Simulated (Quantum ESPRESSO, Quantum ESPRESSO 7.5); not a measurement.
# SiC(110), H on both faces, stepped through the number of layers

Aim: how the results for SiC(110), H on both faces change with the number of layers.

Calculated with Quantum ESPRESSO 7.5; plane-wave DFT, PBE, GBRV ultrasoft pseudopotentials.

## (1) Starting point

The structure is cubic, space group F-43m (No. 216). Conventional cell: a = 4.380 Å, b = 4.380 Å, c = 4.380 Å, α = 90.00°, β = 90.00°, γ = 90.00°. Si has 4 C at 1.90 Å nearest. Nearest to C lie 4 Si at 1.90 Å. Farther neighbours are not listed.

Set-up: All atoms relax in a periodic cell with 16 Å of vacuum in the starting cell; runs with a sawtooth field of 0 and 0.1 V/Å and a dipole correction follow on the relaxed atoms, and bands along a path. Fermi-Dirac smearing of 0.002 Ry. The slabs take the lattice constants of the bulk relaxed by the same program.

Members 5, 6, 7 and 8 took the same steps and show in the table alone.

## (2) Relaxing cell and ions of the reference

The bulk crystal is relaxed in cell and atoms; the members are built on its lattice constants.

Input file ref.vc.in:

```
&control
  prefix = 'ref.vc'
  outdir = './out'
  pseudo_dir = './pseudo'
  nstep = 40
  forc_conv_thr = 0.0003
  calculation = 'vc-relax'
/
&system
  ibrav = 0
  nat = 4
  ntyp = 2
  ecutwfc = 50
  ecutrho = 250
  occupations = 'smearing'
  smearing = 'fd'
  degauss = 0.002
/
&electrons
  conv_thr = 1e-09
  mixing_beta = 0.4
  electron_maxstep = 120
/
&ions
/
&cell
  press_conv_thr = 0.3
/
ATOMIC_SPECIES
  Si  28.0850  si_pbe_v1.uspp.F.UPF
  C   12.0110  c_pbe_v1.2.uspp.F.UPF
CELL_PARAMETERS angstrom
  4.38000000000000 0.00000000000000 0.00000000000000
  0.00000000000000 3.09712770159708 0.00000000000000
  0.00000000000000 0.00000000000000 3.09712770159708
ATOMIC_POSITIONS crystal
  Si  0.000000000000 0.000000000000 0.000000000000
  C   0.250000000000 0.500000000000 0.000000000000
  Si  0.500000000000 0.500000000000 0.500000000000
  C   0.750000000000 0.000000000000 0.500000000000
K_POINTS automatic
  5 7 7 0 0 0
```

On the command line:

```bash
$ OMP_NUM_THREADS=1 mpirun -n 4 pw.x -nk 4 -in ref.vc.in > ref.vc.out
```

Log:

```text
Program PWSCF v.7.5 starts
[citation notice left out]

     Parallel version (MPI & OpenMP), running on       4 processor cores
     Number of MPI processes:                 4
     Threads/MPI process:                     1

     MPI processes distributed on     1 nodes
[...]
Current dimensions of program PWSCF are:
     Max number of different atomic species (ntypx) = 10
     Max number of k-points (npk) =  40000
     Max angular momentum in pseudopotentials (lmaxx) =  4
     Found identity + ( -0.5000 -0.5000 -0.5000) symmetry
     This is a supercell, fractional translations are disabled
     Message from routine setup:
     using ibrav=0 with symmetry is DISCOURAGED, use correct ibrav instead

     K-points division:     npool     =       4
     Subspace diagonalization in iterative solution of the eigenvalue problem:
     a serial algorithm will be used

     G-vector sticks info
     --------------------
     sticks:   dense  smooth     PW     G-vecs:    dense   smooth      PW
     Sum         965     775    235                18841    13637    2277

     Using Slab Decomposition

     bravais-lattice index     =            0
     lattice parameter (alat)  =       8.2770  a.u.
     unit-cell volume          =     283.5234 (a.u.)^3
     number of atoms/cell      =            4
     number of atomic types    =            2
     number of electrons       =        16.00
     number of Kohn-Sham states=           12
     kinetic-energy cutoff     =      50.0000  Ry
     charge density cutoff     =     250.0000  Ry
     scf convergence threshold =      1.0E-09
     mixing beta               =       0.4000
     number of iterations used =            8  plain     mixing
     energy convergence thresh.=      1.0E-04
     force convergence thresh. =      3.0E-04
     press convergence thresh. =      3.0E-01
     Exchange-correlation= SLA  PW   PBE  PBE
                           (   1   4   3   4   0   0   0)
     nstep                     =           40

     celldm(1)=   8.277000  celldm(2)=   0.000000  celldm(3)=   0.000000
     celldm(4)=   0.000000  celldm(5)=   0.000000  celldm(6)=   0.000000

     crystal axes: (cart. coord. in units of alat)
               a(1) = (   1.000000   0.000000   0.000000 )
               a(2) = (   0.000000   0.707107   0.000000 )
               a(3) = (   0.000000   0.000000   0.707107 )

     reciprocal axes: (cart. coord. in units 2 pi/alat)
               b(1) = (  1.000000  0.000000  0.000000 )
               b(2) = (  0.000000  1.414214  0.000000 )
               b(3) = (  0.000000  0.000000  1.414214 )

     PseudoPot. # 1 for Si read from file:
     ./pseudo/si_pbe_v1.uspp.F.UPF
     Pseudo is Ultrasoft + core correction, Zval =  4.0
     Generated by new atomic code, or converted to UPF format
     Using radial grid of  899 points,  6 beta functions with:
                l(1) =   0
                l(2) =   0
                l(3) =   1
                l(4) =   1
                l(5) =   2
                l(6) =   2
     Q(r) pseudized with  8 coefficients,  rinner =    0.900   0.900   0.900
                                                       0.900   0.900

     PseudoPot. # 2 for C  read from file:
     ./pseudo/c_pbe_v1.2.uspp.F.UPF
     Pseudo is Ultrasoft + core correction, Zval =  4.0
     Generated by new atomic code, or converted to UPF format
     Using radial grid of  721 points,  4 beta functions with:
                l(1) =   0
                l(2) =   0
                l(3) =   1
                l(4) =   1
     Q(r) pseudized with  8 coefficients,  rinner =    1.100   1.100   1.100

     atomic species   valence    mass     pseudopotential
     Si                4.00    28.08500     Si( 1.00)
     C                 4.00    12.01100     C ( 1.00)

      8 Sym. Ops. (no inversion) found

   Cartesian axes

     site n.     atom                  positions (alat units)
         1        Si     tau(   1) = (   0.0000000   0.0000000   0.0000000  )
         2        C      tau(   2) = (   0.2500000   0.3535534   0.0000000  )
         3        Si     tau(   3) = (   0.5000000   0.3535534   0.3535534  )
         4        C      tau(   4) = (   0.7500000   0.0000000   0.3535534  )

     number of k points=    30  Fermi-Dirac smearing, width (Ry)=  0.0020
                       cart. coord. in units 2pi/alat
        k(    1) = (   0.0000000   0.0000000   0.0000000), wk =   0.0081633
        k(    2) = (   0.0000000   0.0000000   0.2020305), wk =   0.0326531
        k(    3) = (   0.0000000   0.0000000   0.4040610), wk =   0.0326531
        k(    4) = (   0.0000000   0.0000000   0.6060915), wk =   0.0326531
        k(    5) = (   0.0000000   0.2020305   0.2020305), wk =   0.0326531
        k(    6) = (   0.0000000   0.2020305   0.4040610), wk =   0.0653061
        k(    7) = (   0.0000000   0.2020305   0.6060915), wk =   0.0653061
        k(    8) = (   0.0000000   0.4040610   0.4040610), wk =   0.0326531
        k(    9) = (   0.0000000   0.4040610   0.6060915), wk =   0.0653061
        k(   10) = (   0.0000000   0.6060915   0.6060915), wk =   0.0326531
[...]
k(   30) = (   0.4000000   0.6060915   0.6060915), wk =   0.0653061

     Dense  grid:    18841 G-vectors     FFT dimensions: (  45,  30,  30)

     Smooth grid:    13637 G-vectors     FFT dimensions: (  40,  27,  27)

     Estimated max dynamical RAM per process >      34.92 MB

     Estimated total dynamical RAM >     125.86 MB

     Initial potential from superposition of free atoms

     starting charge      15.9986, renormalised to      16.0000
     Starting wfcs are   16 randomized atomic wfcs

     total cpu time spent up to now is        0.7 secs

     per-process dynamical memory:    23.6 Mb

     Self-consistent Calculation

     iteration #  1     ecut=    50.00 Ry     beta= 0.40
     Davidson diagonalization with overlap
     ethr =  1.00E-02,  avg # of iterations =  3.4

     total cpu time spent up to now is        1.1 secs

     total energy              =     -42.09645978 Ry
     estimated scf accuracy    <       0.85416168 Ry

     iteration #  2     ecut=    50.00 Ry     beta= 0.40
[...]
total energy              =     -42.23121744 Ry
     estimated scf accuracy    <       0.02946356 Ry

     iteration #  3     ecut=    50.00 Ry     beta= 0.40
[...]
total energy              =     -42.23425086 Ry
     estimated scf accuracy    <       0.00866969 Ry

     iteration #  4     ecut=    50.00 Ry     beta= 0.40
[...]
Using Slab Decomposition

     bravais-lattice index     =            0
     lattice parameter (alat)  =       8.2770  a.u.
     unit-cell volume          =     283.2362 (a.u.)^3
     number of atoms/cell      =            4
     number of atomic types    =            2
     number of electrons       =        16.00
     number of Kohn-Sham states=           12
     kinetic-energy cutoff     =      50.0000  Ry
     charge density cutoff     =     250.0000  Ry
     scf convergence threshold =      1.0E-09
     mixing beta               =       0.4000
     number of iterations used =            8  plain     mixing
     press convergence thresh. =      3.0E-01
     Exchange-correlation= SLA  PW   PBE  PBE
                           (   1   4   3   4   0   0   0)

     celldm(1)=   8.277000  celldm(2)=   0.000000  celldm(3)=   0.000000
     celldm(4)=   0.000000  celldm(5)=   0.000000  celldm(6)=   0.000000

     crystal axes: (cart. coord. in units of alat)
               a(1) = (   0.999586   0.000000   0.000000 )
               a(2) = (   0.000000   0.706895   0.000000 )
               a(3) = (   0.000000   0.000000   0.706895 )

     reciprocal axes: (cart. coord. in units 2 pi/alat)
               b(1) = (  1.000414  0.000000  0.000000 )
               b(2) = (  0.000000  1.414637  0.000000 )
               b(3) = (  0.000000  0.000000  1.414637 )

     PseudoPot. # 1 for Si read from file:
     ./pseudo/si_pbe_v1.uspp.F.UPF
     Pseudo is Ultrasoft + core correction, Zval =  4.0
     Generated by new atomic code, or converted to UPF format
     Using radial grid of  899 points,  6 beta functions with:
                l(1) =   0
                l(2) =   0
                l(3) =   1
                l(4) =   1
                l(5) =   2
                l(6) =   2
     Q(r) pseudized with  8 coefficients,  rinner =    0.900   0.900   0.900
                                                       0.900   0.900

     PseudoPot. # 2 for C  read from file:
     ./pseudo/c_pbe_v1.2.uspp.F.UPF
     Pseudo is Ultrasoft + core correction, Zval =  4.0
     Generated by new atomic code, or converted to UPF format
     Using radial grid of  721 points,  4 beta functions with:
                l(1) =   0
                l(2) =   0
                l(3) =   1
                l(4) =   1
     Q(r) pseudized with  8 coefficients,  rinner =    1.100   1.100   1.100

     atomic species   valence    mass     pseudopotential
     Si                4.00    28.08500     Si( 1.00)
     C                 4.00    12.01100     C ( 1.00)

      8 Sym. Ops. (no inversion) found

   Cartesian axes

     site n.     atom                  positions (alat units)
         1        Si     tau(   1) = (   0.0000000   0.0000000   0.0000000  )
         2        C      tau(   2) = (   0.2498960   0.3534475   0.0000000  )
         3        Si     tau(   3) = (   0.4997929   0.3534475   0.3534475  )
         4        C      tau(   4) = (   0.7496897   0.0000000   0.3534475  )

     number of k points=    30  Fermi-Dirac smearing, width (Ry)=  0.0020
                       cart. coord. in units 2pi/alat
        k(    1) = (   0.0000000   0.0000000   0.0000000), wk =   0.0081633
        k(    2) = (   0.0000000   0.0000000   0.2020910), wk =   0.0326531
        k(    3) = (   0.0000000   0.0000000   0.4041821), wk =   0.0326531
        k(    4) = (   0.0000000   0.0000000   0.6062731), wk =   0.0326531
        k(    5) = (   0.0000000   0.2020910   0.2020910), wk =   0.0326531
        k(    6) = (   0.0000000   0.2020910   0.4041821), wk =   0.0653061
        k(    7) = (   0.0000000   0.2020910   0.6062731), wk =   0.0653061
        k(    8) = (   0.0000000   0.4041821   0.4041821), wk =   0.0326531
        k(    9) = (   0.0000000   0.4041821   0.6062731), wk =   0.0653061
        k(   10) = (   0.0000000   0.6062731   0.6062731), wk =   0.0326531
[...]
k(   30) = (   0.4001658   0.6062731   0.6062731), wk =   0.0653061

     Dense  grid:    18841 G-vectors     FFT dimensions: (  45,  30,  30)

     Smooth grid:    13517 G-vectors     FFT dimensions: (  40,  27,  27)

     Estimated max dynamical RAM per process >      35.20 MB

     Estimated total dynamical RAM >     126.99 MB

     Initial potential from superposition of free atoms

     starting charge      15.9986, renormalised to      16.0000
     Starting wfcs are   16 randomized atomic wfcs

     total cpu time spent up to now is        6.3 secs

     per-process dynamical memory:    39.6 Mb

     Self-consistent Calculation

     iteration #  1     ecut=    50.00 Ry     beta= 0.40
     Davidson diagonalization with overlap
     c_bands:  1 eigenvalues not converged
     c_bands:  1 eigenvalues not converged
     c_bands:  1 eigenvalues not converged
     ethr =  1.00E-06,  avg # of iterations = 16.1

     total cpu time spent up to now is        7.3 secs

     total energy              =     -42.09646503 Ry
     estimated scf accuracy    <       0.86113273 Ry

[...]
iteration # 15     ecut=    50.00 Ry     beta= 0.40
[...]
End of self-consistent calculation

          k = 0.0000 0.0000 0.0000 (  1715 PWs)   bands (ev):

    -6.0024  -1.0466   1.5326   6.1219   6.1219   9.2822   9.2822   9.2828
    10.6632  13.5593  15.3617  16.4950

          k = 0.0000 0.0000 0.2021 (  1701 PWs)   bands (ev):

    -5.7398  -0.9883   1.7312   4.8804   6.3185   8.1431   8.7604   9.2486
    11.5376  14.8198  15.8387  16.4232

          k = 0.0000 0.0000 0.4042 (  1681 PWs)   bands (ev):

    -4.9672  -1.1671   2.1427   3.6776   6.0757   6.8756   7.4122   9.0430
    12.6790  16.3434  16.5080  17.0770

          k = 0.0000 0.0000 0.6063 (  1698 PWs)   bands (ev):

    -3.7452  -2.2698   2.7674   4.1572   4.3087   5.7649   7.6778   8.4947
    14.0142  15.5092  17.3835  17.7321

          k = 0.0000 0.2021 0.2021 (  1715 PWs)   bands (ev):

    -5.4785  -0.9145   1.9141   5.0674   5.1297   7.8831   8.4202   8.4207
    12.7346  15.1305  15.6625  16.4648

          k = 0.0000 0.2021 0.4042 (  1691 PWs)   bands (ev):

    -4.7102  -1.0257   2.2467   3.9033   5.7288   6.0238   7.3728   8.1316
    13.9554  14.4052  16.4533  17.7620

[...]
the Fermi energy is     9.9017 ev

!    total energy              =     -42.23494271 Ry
     estimated scf accuracy    <          7.1E-10 Ry
     smearing contrib. (-TS)   =      -0.00000000 Ry
     internal energy E=F+TS    =     -42.23494271 Ry

     The total energy is F=E-TS. E is the sum of the following terms:
     one-electron contribution =      10.93939240 Ry
     hartree contribution      =       4.69095960 Ry
     xc contribution           =     -16.19904467 Ry
     ewald contribution        =     -41.66625003 Ry

     convergence has been achieved in  15 iterations

     Forces acting on atoms (cartesian axes, Ry/au):

     atom    1 type  1   force =     0.00000000    0.00000000    0.00000000
     atom    2 type  2   force =    -0.00000137    0.00000000    0.00000000
     atom    3 type  1   force =     0.00000000    0.00000000    0.00000000
     atom    4 type  2   force =     0.00000137    0.00000000    0.00000000

     Total force =     0.000002     Total SCF correction =     0.000000

     Computing stress (Cartesian axis) and pressure

          total   stress  (Ry/bohr**3)                   (kbar)     P=        0.17
  -0.00000061   0.00000000   0.00000000           -0.09        0.00        0.00
   0.00000000   0.00000200  -0.00000000            0.00        0.29       -0.00
   0.00000000  -0.00000000   0.00000200            0.00       -0.00        0.29

[...]
=------------------------------------------------------------------------------=
   JOB DONE.
=------------------------------------------------------------------------------=
```

Wall time 12 s (4 MPI ranks of Arm Neoverse V1, shared host); peak memory 0.29 GiB.

Little changed from the start: no atom moved by 0.005 Å and no cell edge by 0.1 %.

 The last row is no step: it is a fresh SCF in the final cell with a new plane-wave basis, +0 meV from the row before.

Numbers from this step:

```
free energy  : -574.6357 eV
Fermi energy : 9.902 eV
```

(Continued in part 2 of 11.)

[Logs are printed without paths, hosts, clocks, repeated set-up lines and the standing remarks that a program may print on its own settings, such as how far it seeks lower states.]

[Hosts, paths, dates, database ids (printed as entryN), source tags and the programs' standing remarks are cut or masked in the printed files.]

[Maps of the electrostatic potential energy from Ansatz leave out the sawtooth potential of an applied field or a dipole correction, so their vacuum need not be flat; planar profiles and work functions include it.]
